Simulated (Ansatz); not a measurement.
# Grüneisen parameters and expansion of InTe2 (hypothetical, Fm-3m)

Aim: how the vibrations of InTe2 (hypothetical) shift with volume, and the expansion that follows. The crystal structure is hypothetical: it was made by swapping elements on a known structure type.

Calculated with Ansatz 0.2.0; DFT PBEsol, scalar-relativistic, plane waves, PAW.

## 1. The starting structure

The structure is cubic, space group Fm-3m (No. 225). Conventional cell: a = 6.740 Å, b = 6.740 Å, c = 6.740 Å, α = 90.00°, β = 90.00°, γ = 90.00°. In has 8 Te at 2.92 Å nearest. Nearest to Te lie 4 In at 2.92 Å. Farther neighbours and most contacts between anions are not listed.

## 2. Probe on a coarse mesh

A cheap single point shows whether the cell is a metal or an insulator and how far it is from rest; that sets the k-mesh and the occupations of what follows.

input.yaml

```yaml
crystal:
  lattice:
    - [0.0, 3.37017, 3.37017]
    - [3.37017, 0.0, 3.37017]
    - [3.37017, 3.37017, 0.0]
  atoms:
    - { symbol: In, position: [0.0, 0.0, 0.0] }
    - { symbol: Te, position: [0.75, 0.75, 0.75] }
    - { symbol: Te, position: [0.25, 0.25, 0.25] }
kpoints:
  mp_grid: { grid: [6, 6, 6] }
hamiltonian:
  xc: pbesol
scf:
  occupations: { method: gaussian, width: 0.1 }
output:
  forces: true
  stress: true
  eigenvalues: true
```

On the command line:

```sh
$ ansatz run input.yaml --threads 4 --pin off --max-ram 8192MiB --backend cpu --events-out ev --progress --plain --runs-dir out
```

Numbers of over 12 decimals in the logs are rounded to 6 here.

Log:

```text
Engine: ansatz 0.2.0, aarch64-unknown-linux-gnu
Pseudopotentials: kind: paw
Pseudopotential: In, paw, valence charge 13, recommended cutoff 420 eV (normal), In.paw.azcp
Pseudopotential: Te, paw, valence charge 16, recommended cutoff 420 eV (normal), Te.paw.azcp
Functional definition: PBEsol
  exchange = pbesol_x
  correlation = pbesol_c
Crystal: 3 atoms, lattice volume = 76.557 Å³
Basis set: ecut = 420 eV, 1459 PW (Γ), exchange–correlation on 64×64×64 points (8 copies of the dense FFT grid, shifted against one another)
Bands: 27, of which v1, the nominal top of the filled ones, is band 23 counted from 1 (22 counted from 0)
Symmetry: 48 space group operations
Space group: Fm-3m (ITA 225), of the structure as read, at distance tolerance 4.2e-5 Å
k-points: 16 of 216
Non-local potential: In, projectors of the file, l = 0: 2, l = 1: 2, l = 2: 2, l = 3: 2
Non-local potential: Te, projectors of the file, l = 0: 2, l = 1: 2, l = 2: 2, l = 3: 2
PAW form: soft (Blöchl's): semilocal exchange-correlation on the pseudo side does not see the compensation charge
PAW frozen core: In, regenerated for the run's functional, and the local potential with it (the file was generated under x = pbe(κ = 0.804, μ = 0.219515), c = pbe(β = 0.066725))
PAW frozen core: Te, regenerated for the run's functional, and the local potential with it (the file was generated under x = pbe(κ = 0.804, μ = 0.219515), c = pbe(β = 0.066725))
PAW one-centre angular grid: In, 590 points (default); XC on 64 Gauss nodes
PAW one-centre angular grid: Te, 590 points (default); XC on 64 Gauss nodes
Initial density: superposition of atomic densities (neutral atoms: chi_scale 0, normalization atom), corrected by the library's trained network
Initial wavefunctions: pseudopotential atomic-orbital guess
Functional: x = pbesol(κ = 0.804, μ = 0.123457), c = pbesol(β = 0.046)
SCF iter   1: F=—  HF=-19327.238685 eV  |F-HF|=—  |Δ(HF+E_count)|=         —  Δρ=2.70e-3  dr2=4.54e-3  ethr=1.77e-3  ⟨swp⟩=6.0  Hψ=1889  notcnv=0
preconditioner: auto → LDOS  [metal: Δε(μ)=0.073 eV  Ē_g=12.542 eV  σ=0.100 eV  W_gap=0.36  n_scr=14 (ndim 8)  ℏωp=21.2 eV  f_vac=0.031  D(μ)=2.81/eV (n_scr^D=14)  β→1.0]
SCF iter   2: F=—  HF=-19327.235220 eV  |F-HF|=—  |Δ(HF+E_count)|=   3.46e-3  Δρ=7.89e-4  dr2=9.56e-4  ethr=1.01e-5  ⟨swp⟩=2.0  Hψ=763  notcnv=0
SCF iter   3: F=—  HF=-19327.234901 eV  |F-HF|=—  |Δ(HF+E_count)|=   3.19e-4  Δρ=6.03e-4  dr2=2.07e-4  ethr=2.12e-6  ⟨swp⟩=2.0  Hψ=628  notcnv=0
SCF iter   4: F=—  HF=-19327.234841 eV  |F-HF|=—  |Δ(HF+E_count)|=   5.91e-5  Δρ=1.70e-4  dr2=2.74e-5  ethr=4.60e-7  ⟨swp⟩=2.0  Hψ=603  notcnv=0
SCF iter   5: F=—  HF=-19327.234828 eV  |F-HF|=—  |Δ(HF+E_count)|=   1.30e-5  Δρ=3.33e-5  dr2=1.50e-6  ethr=6.08e-8  ⟨swp⟩=2.0  Hψ=630  notcnv=0
SCF iter   6: F=—  HF=-19327.234828 eV  |F-HF|=—  |Δ(HF+E_count)|=   7.12e-8  Δρ=1.58e-5  dr2=1.59e-7  ethr=3.34e-9  ⟨swp⟩=2.0  Hψ=793  notcnv=0
SCF iter   7: F=-19327.234828 eV  HF=-19327.234828 eV  |F-HF|=6.69e-10  |Δ(HF+E_count)|=   1.94e-9  Δρ=3.23e-6  dr2=8.25e-9  ethr=2.22e-10  ⟨swp⟩=6.2  Hψ=1799  notcnv=0
SCF 1 converged in 7 iterations: F = -19327.234828 eV  dr2 = 8.25e-9
  greatest PAW one-centre occupation: 0.999 electrons in one spin orbital (limit 2), on the Te atom at site 2 (counted from 0), in its partial waves of l = 2
SCF converged after 7 iterations
Free energy (F): -19327.234828 eV
Harris-Foulkes:  -19327.234828 eV  (|F-HF|=6.69e-10)
Internal energy: -19327.220579 eV  (E = F + TS)
E sigma→0 (E₀):  -19327.227704 eV
Entropy (-TS):   -0.014249 eV (-4.750 meV/atom)
Fermi energy:    12.332674 eV
--- Per-component energies (eV) ---
  E_band       = -428.916828
  E_kinetic    = 614.107643
  E_local      = -3247.978444  (includes V_loc(G=0)·N_el)
  E_nonlocal   = -246.580723
  E_hartree    = 1913.716362
  E_xc         = -465.188975
  E_vxc        = -314.620008  (∫ρ·V_xc dr)
  E_paw        = -13252.475316  (= ΣΔE_a)
  E_vpaw       = -1061.271526  (= ΣTr[D̂ρ^β])
  E_aug_tail   = -0.000319  (compensation charges beyond the density's cutoff)
  E_ewald      = -4643.806341
  E_core_change = 0.985533  (= ΣΔE_core)
  E_smearing   = -0.014249  (= −TS)
  E_closure    = 0.000000  (closes the sum)
  Σ components = -19327.234828   (vs F -19327.234828, Δ=0.00e0)
--- Forces (eV/Å), atoms counted from 1 ---
  atom   1  In    -0.00000000     0.00000000    -0.00000000
  atom   2  Te    -0.00000000     0.00000000     0.00000000
  atom   3  Te     0.00000000    -0.00000000     0.00000000
  max |Σ_I F_I| component: 2.31e-18 eV/Å
--- Stress (GPa, compression-positive) ---
       15.753952       0.000000       0.000000
        0.000000      15.753952      -0.000000
        0.000000      -0.000000      15.753952
  P = ⅓ Tr σ = 15.7540 GPa (157.540 kbar)
--- Band table (eV; the first three rows and the last of 16) ---
  k-point 0: bands = [... 19 lower, 8.7780, 10.8044, 10.8044, 10.8044, 11.0352, 13.7695, 13.7695, 13.7695]
  k-point 1: bands = [... 19 lower, 8.6432, 9.6832, 10.5616, 10.5616, 12.9994, 14.0924, 14.0924, 14.4767]
  k-point 2: bands = [... 19 lower, 8.4705, 9.3906, 9.9888, 9.9888, 13.8830, 15.3335, 15.3335, 17.5588]
  k-point 15: bands = [... 19 lower, 7.8723, 10.7861, 11.9211, 13.3985, 13.8092, 15.4611, 17.4829, 18.0386]
```

Wall time 0.81 s (4 threads of Arm Neoverse V1, shared host); peak memory 0.37 GiB; 2.6 s of CPU time.

This step gave:

```yaml
pressure: 15.75 GPa
volume_per_atom: 25.52 Å³
gap_on_the_k_mesh: 0 eV
```

The start is under 16 GPa at this level and looks like a metal on this mesh.

## 3. A loose first relaxation

The start is far from rest, so a relaxation with loose thresholds first brings it near the minimum.

Changes to input.yaml since step 2:

```diff
@@ -19 +19,6 @@
   eigenvalues: true
+relax:
+  adjacent_minimum: "off"
+  f_tol: 0.05
+  max_steps: 80
+  cell: { stress_tol: 0.5 }
```

Log:

```text
[...]
Crystal: 3 atoms, lattice volume = 76.557 Å³
Basis set: ecut = 420 eV, 1459 PW (Γ), exchange–correlation on 64×64×64 points (8 copies of the dense FFT grid, shifted against one another)
Bands: 27, of which v1, the nominal top of the filled ones, is band 23 counted from 1 (22 counted from 0)
Symmetry: 48 space group operations
[...]
k-points: 16 of 216
[...]
SCF iter   1: F=—  HF=-19327.238685 eV  |F-HF|=—  |Δ(HF+E_count)|=         —  Δρ=2.70e-3  dr2=4.54e-3  ethr=1.77e-3  ⟨swp⟩=6.0  Hψ=1889  notcnv=0
[...]
SCF iter   7: F=-19327.234828 eV  HF=-19327.234828 eV  |F-HF|=6.69e-10  |Δ(HF+E_count)|=   1.94e-9  Δρ=3.23e-6  dr2=8.25e-9  ethr=2.22e-10  ⟨swp⟩=6.2  Hψ=1799  notcnv=0
SCF 1 converged in 7 iterations: F = -19327.234828 eV  dr2 = 8.25e-9
[...]
relax step   1: F+E_penalty+E_count = -19327.23482834 eV  Δ(F+E_penalty+E_count) = +0.000e0 eV  max|allowed force component| = 4.240e-18 eV/Å  Δτ_max = 0.0000 Å  P = +15.754 GPa  Ω = 76.557 Å³  (7 SCF iters, dr2 threshold 1.00e-7 eV, accepted)
Crystal: 3 atoms, lattice volume = 88.308 Å³
Basis set: ecut = 420 eV, 1759 PW (Γ), exchange–correlation on 64×64×64 points (8 copies of the dense FFT grid, shifted against one another)
[...]
iter 1 solved again at ethr=1.96e-5 eV; its pass at ethr=3.10e-3 eV (dr2=8.83e-3 eV) is discarded
[...]
SCF iter   5: F=-19327.890931 eV  HF=-19327.890931 eV  |F-HF|=8.32e-8  |Δ(HF+E_count)|=   7.78e-7  Δρ=1.04e-5  dr2=1.77e-7  ethr=6.67e-10  ⟨swp⟩=4.8  Hψ=2010  notcnv=0
SCF 2 converged in 5 iterations: F = -19327.890931 eV  dr2 = 1.77e-7
[...]
relax step   2: F+E_penalty+E_count = -19327.89093124 eV  Δ(F+E_penalty+E_count) = -6.561e-1 eV  max|allowed force component| = 2.043e-17 eV/Å  Δτ_max = 0.0000 Å  P = +3.617 GPa  Ω = 88.308 Å³  energy of the carried Pulay correction = -3.029e-3 eV  (5 SCF iters, dr2 threshold 3.00e-7 eV, accepted)
Crystal: 3 atoms, lattice volume = 92.534 Å³
Basis set: ecut = 420 eV, 1807 PW (Γ), exchange–correlation on 64×64×64 points (8 copies of the dense FFT grid, shifted against one another)
[...]
SCF iter   5: F=-19327.948598 eV  HF=-19327.948598 eV  |F-HF|=1.80e-9  |Δ(HF+E_count)|=   1.02e-8  Δρ=3.67e-6  dr2=1.31e-8  ethr=6.67e-10  ⟨swp⟩=6.0  Hψ=1709  notcnv=0
SCF 3 converged in 5 iterations: F = -19327.948598 eV  dr2 = 1.31e-8
relax step   3: F+E_penalty+E_count = -19327.94859797 eV  Δ(F+E_penalty+E_count) = -5.767e-2 eV  max|allowed force component| = 2.583e-17 eV/Å  Δτ_max = 0.0000 Å  P = +0.937 GPa  Ω = 92.534 Å³  energy of the carried Pulay correction = -3.960e-3 eV  (5 SCF iters, dr2 threshold 3.00e-7 eV, accepted)
[...]
relax step   4: F+E_penalty+E_count = -19327.95319431 eV  Δ(F+E_penalty+E_count) = -4.596e-3 eV  max|allowed force component| = 1.426e-17 eV/Å  Δτ_max = 0.0000 Å  P = -0.103 GPa  Ω = 94.505 Å³  energy of the carried Pulay correction = -4.370e-3 eV  (4 SCF iters, dr2 threshold 3.00e-7 eV, accepted)
Basis set: ecut = 420 eV, 1837 PW (Γ), exchange–correlation on 72×72×72 points (8 copies of the dense FFT grid, shifted against one another)
[...]
SCF iter   5: F=-19327.956488 eV  HF=-19327.956488 eV  |F-HF|=1.59e-9  |Δ(HF+E_count)|=   2.69e-8  Δρ=1.60e-6  dr2=1.91e-9  ethr=6.67e-12  ⟨swp⟩=6.1  Hψ=1759  notcnv=0
SCF 5 converged in 5 iterations: F = -19327.956488 eV  dr2 = 1.91e-9
relax step   5: F+E_penalty+E_count = -19327.95648821 eV  Δ(F+E_penalty+E_count) = -3.294e-3 eV  max|allowed force component| = 1.349e-17 eV/Å  Δτ_max = 0.0000 Å  P = -0.097 GPa  Ω = 94.505 Å³  stress off target by 9.70e-2 GPa  SCF on the basis re-selected at this cell (its energy is not comparable with the rows above)  (5 SCF iters)
basis re-selected at this cell: Δ(F+E_penalty+E_count) = -3.294e-3 eV, ΔP = +0.006 GPa vs the last step (what re-selecting the basis moved, of the pressure what is left beyond the Pulay correction that the steps carried, after the strain that the cell walked since its last selection, with what the two solves' SCF thresholds leave and, on support functions, any second-order correction that the steps lacked; it is no measure of the basis error at this ecutwfc). The dense FFT grid was sized anew with the basis: this SCF ran on 36×36×36 points, the steps before it on 32×32×32, so part of this shift can come from that change (see relax.cell in the input reference). [rest of the remark cut]
SCF converged after 5 iterations
Free energy (F): -19327.956488 eV
[...]
Internal energy: -19327.943563 eV  (E = F + TS)
E sigma→0 (E₀):  -19327.950026 eV
Entropy (-TS):   -0.012925 eV (-4.308 meV/atom)
Fermi energy:    8.892462 eV
[...]
--- Stress (GPa, compression-positive) ---
       -0.097018      -0.000000      -0.000000
       -0.000000      -0.097018      -0.000000
       -0.000000      -0.000000      -0.097018
  P = ⅓ Tr σ = -0.0970 GPa (-0.970 kbar)
--- Band table (eV; the first three rows and the last of 16) ---
  k-point 0: bands = [... 19 lower, 6.0602, 6.7090, 7.7909, 7.7909, 7.7909, 10.7467, 10.7467, 10.7467]
  k-point 1: bands = [... 19 lower, 5.9936, 6.3080, 7.5733, 7.5733, 9.2082, 11.0590, 11.0590, 11.1606]
  k-point 2: bands = [... 19 lower, 5.9216, 6.3111, 7.1044, 7.1044, 10.0436, 12.0614, 12.0614, 13.3323]
  k-point 15: bands = [... 19 lower, 5.3365, 7.5639, 8.6288, 9.5734, 9.8718, 12.2911, 13.3118, 14.0348]
--- Relaxed structure (4 steps of the walk, 4 accepted, 1 SCFs on fresh bases) ---
  F+E_penalty+E_count = -19327.95648821 eV   max|allowed force component| = 1.349e-17 eV/Å   (the final SCF, on the basis selected at the relaxed cell)
  cell:  # Å, volume = 94.5051 Å³
    - [0, 3.615278, 3.615278]
    - [3.615278, 0, 3.615278]
    - [3.615278, 3.615278, 0]
  atoms:
    - { symbol: In, position: [0, 0, 0] }
    - { symbol: Te, position: [0.750000, 0.750000, 0.750000] }
    - { symbol: Te, position: [0.250000, 0.250000, 0.250000] }
```

Elapsed: 3.7 s, on 4 threads; peak memory 0.41 GiB.

Relaxation path:

```tsv
step	energy less that of the first step (eV)	largest force component (eV/Å)	pressure (GPa)	volume (Å³)
1	0.0000	0.0000	15.75	76.56
2	-0.6561	0.0000	3.62	88.31
3	-0.7138	0.0000	0.94	92.53
4	-0.7184	0.0000	-0.10	94.51
5*	-0.7217	0.0000	-0.10	94.51
```

Relaxation steps marked * repeat the geometry before them on a plane-wave basis chosen anew for their cell, so energy and pressure can jump there.

The run keeps the 48 symmetry operations that it works with, so distortions that break them were not tested.

```tsv
conventional cell, symmetrised	before	after	change
a (Å)	6.740	7.231	+7.3 %
b (Å)	6.740	7.231	+7.3 %
c (Å)	6.740	7.231	+7.3 %
volume (Å³/atom)	25.52	31.50	+23.4 %
```

The relaxed structure:

```xyz
3
Lattice="0.0000 3.6153 3.6153 3.6153 0.0000 3.6153 3.6153 3.6153 0.0000" Properties=species:S:1:pos:R:3 pbc="T T T"
In    0.0000    0.0000    0.0000
Te    5.4229    5.4229    5.4229
Te    1.8076    1.8076    1.8076
```

Numbers from this step:

```yaml
pressure: -0.09702 GPa
volume_per_atom: 31.50 Å³
```

The relaxation ends with a pressure of -0.10 GPa.

## 4. Finding the static equilibrium

The vibrations must be taken about the equilibrium of this functional, not about the starting cell, so the structure is relaxed.

input.yaml, the sections that differ from step 3:

```yaml
crystal:
  lattice:
    - [0.0, 3.6152783407, 3.6152783407]
    - [3.6152783407, 0.0, 3.6152783407]
    - [3.6152783407, 3.6152783407, 0.0]
  atoms:
    - { symbol: In, position: [0.0, 0.0, 0.0] }
    - { symbol: Te, position: [0.75, 0.75, 0.75] }
    - { symbol: Te, position: [0.25, 0.25, 0.25] }
kpoints:
  mp_grid: { grid: [10, 10, 10] }
relax:
  adjacent_minimum: "off"
  f_tol: 0.005
  max_steps: 80
  cell: { stress_tol: 0.05 }
# hamiltonian, scf, output: as in step 3
```

Log:

```text
[...]
Crystal: 3 atoms, lattice volume = 94.505 Å³
Basis set: ecut = 420 eV, 1837 PW (Γ), exchange–correlation on 72×72×72 points (8 copies of the dense FFT grid, shifted against one another)
Bands: 27, of which v1, the nominal top of the filled ones, is band 23 counted from 1 (22 counted from 0)
Symmetry: 48 space group operations
[...]
k-points: 47 of 1000
[...]
k-point 46: bands = [... 19 lower, 5.7633, 7.1254, 8.8987, 9.7028, 9.8883, 12.0418, 13.5823, 14.0096]
--- Relaxed structure (2 steps of the walk, 2 accepted, 1 SCFs on fresh bases) ---
[...]
cell:  # Å, volume = 94.0401 Å³
    - [0, 3.609339, 3.609339]
    - [3.609339, 0, 3.609339]
    - [3.609339, 3.609339, 0]
  atoms:
    - { symbol: In, position: [0, 0, 0] }
    - { symbol: Te, position: [0.750000, 0.750000, 0.750000] }
    - { symbol: Te, position: [0.25, 0.25, 0.25] }
[key lines of the parts left out:]
SCF converged after 5 iterations
Free energy (F): -19327.949478 eV
Fermi energy:    8.939535 eV
P = ⅓ Tr σ = 0.0492 GPa (0.492 kbar)
```

It took 6 s on 4 threads; peak memory 0.47 GiB; 23 s of CPU time.

Step by step:

```tsv
step	energy less that of the first step (eV)	largest force component (eV/Å)	pressure (GPa)	volume (Å³)
1	0.0000	0.0000	-0.18	94.51
2	-0.0003	0.0000	0.05	94.04
3*	-0.0002	0.0000	0.05	94.04
```

Relaxation steps marked * repeat the geometry before them on a plane-wave basis chosen anew for their cell, so energy and pressure can jump there.

The run keeps the 48 symmetry operations that it works with, so distortions that break them were not tested.

```tsv
conventional cell, symmetrised	before	after	change
a (Å)	7.231	7.219	-0.2 %
b (Å)	7.231	7.219	-0.2 %
c (Å)	7.231	7.219	-0.2 %
volume (Å³/atom)	31.50	31.35	-0.5 %
```

The relaxed structure:

```xyz
3
Lattice="0.0000 3.6093 3.6093 3.6093 0.0000 3.6093 3.6093 3.6093 0.0000" Properties=species:S:1:pos:R:3 pbc="T T T"
In    0.0000    0.0000    0.0000
Te    5.4140    5.4140    5.4140
Te    1.8047    1.8047    1.8047
```

This step gave:

* pressure: 0.04915 GPa
* volume per atom: 31.35 Å³

The cell shrank by 0.5 % in volume.

## 5. Relaxing to small residual forces and stress

The relaxation is repeated with tighter thresholds on force and stress, since phonons are sensitive to what is left; a change of mesh or smearing in the input moves the cell too.

input.yaml, the sections that differ from step 4:

```yaml
crystal:
  lattice:
    - [0.0, 3.6093392604, 3.6093392604]
    - [3.6093392604, 0.0, 3.6093392604]
    - [3.6093392604, 3.6093392604, 0.0]
  atoms:
    - { symbol: In, position: [0.0, 0.0, 0.0] }
    - { symbol: Te, position: [0.75, 0.75, 0.75] }
    - { symbol: Te, position: [0.25, 0.25, 0.25] }
scf:
  occupations: { method: methfessel_paxton, width: 0.15 }
relax:
  adjacent_minimum: "off"
  f_tol: 0.001
  max_steps: 60
  cell: { stress_tol: 0.01 }
# kpoints, hamiltonian, output: as in step 4
```

Log:

```text
[...]
Crystal: 3 atoms, lattice volume = 94.040 Å³
Basis set: ecut = 420 eV, 1837 PW (Γ), exchange–correlation on 72×72×72 points (8 copies of the dense FFT grid, shifted against one another)
Bands: 27, of which v1, the nominal top of the filled ones, is band 23 counted from 1 (22 counted from 0)
Symmetry: 48 space group operations
[...]
k-points: 47 of 1000
[...]
k-point 46: bands = [... 19 lower, 5.7559, 7.1169, 8.8886, 9.6922, 9.8775, 12.0331, 13.5702, 13.9978]
--- Relaxed structure (2 steps of the walk, 2 accepted, 1 SCFs on fresh bases) ---
[...]
cell:  # Å, volume = 94.1011 Å³
    - [0, 3.610119, 3.610119]
    - [3.610119, 0, 3.610119]
    - [3.610119, 3.610119, 0]
  atoms:
    - { symbol: In, position: [0, 0, 0] }
    - { symbol: Te, position: [0.750000, 0.750000, 0.750000] }
    - { symbol: Te, position: [0.25, 0.25, 0.25] }
[key lines of the parts left out:]
SCF converged after 6 iterations
Free energy (F): -19327.942801 eV
Fermi energy:    8.931961 eV
P = ⅓ Tr σ = -0.0066 GPa (-0.066 kbar)
```

Run time: 6.2 s. Hardware: 4 threads; peak memory 0.47 GiB; 24 s of CPU time.

Little changed from the start: no atom moved by 0.005 Å and no cell edge by 0.1 %.

This step gave:

* pressure: -0.006638 GPa
* volume per atom: 31.37 Å³

The residual pressure is -0.0066 GPa, small enough for phonons.

[end of part 1 of 3]

[Logs are printed without paths, hosts, clocks, repeated set-up lines and the standing remarks that a program may print on its own settings, such as how far it seeks lower states.]

[Hosts, paths, dates, database ids (printed as entryN), source tags and the programs' standing remarks are cut or masked in the printed files.]

[A step with changed settings may run another functional than the one named; its input shows which.]

[Of the runs on displaced cells, only some may be shown.]
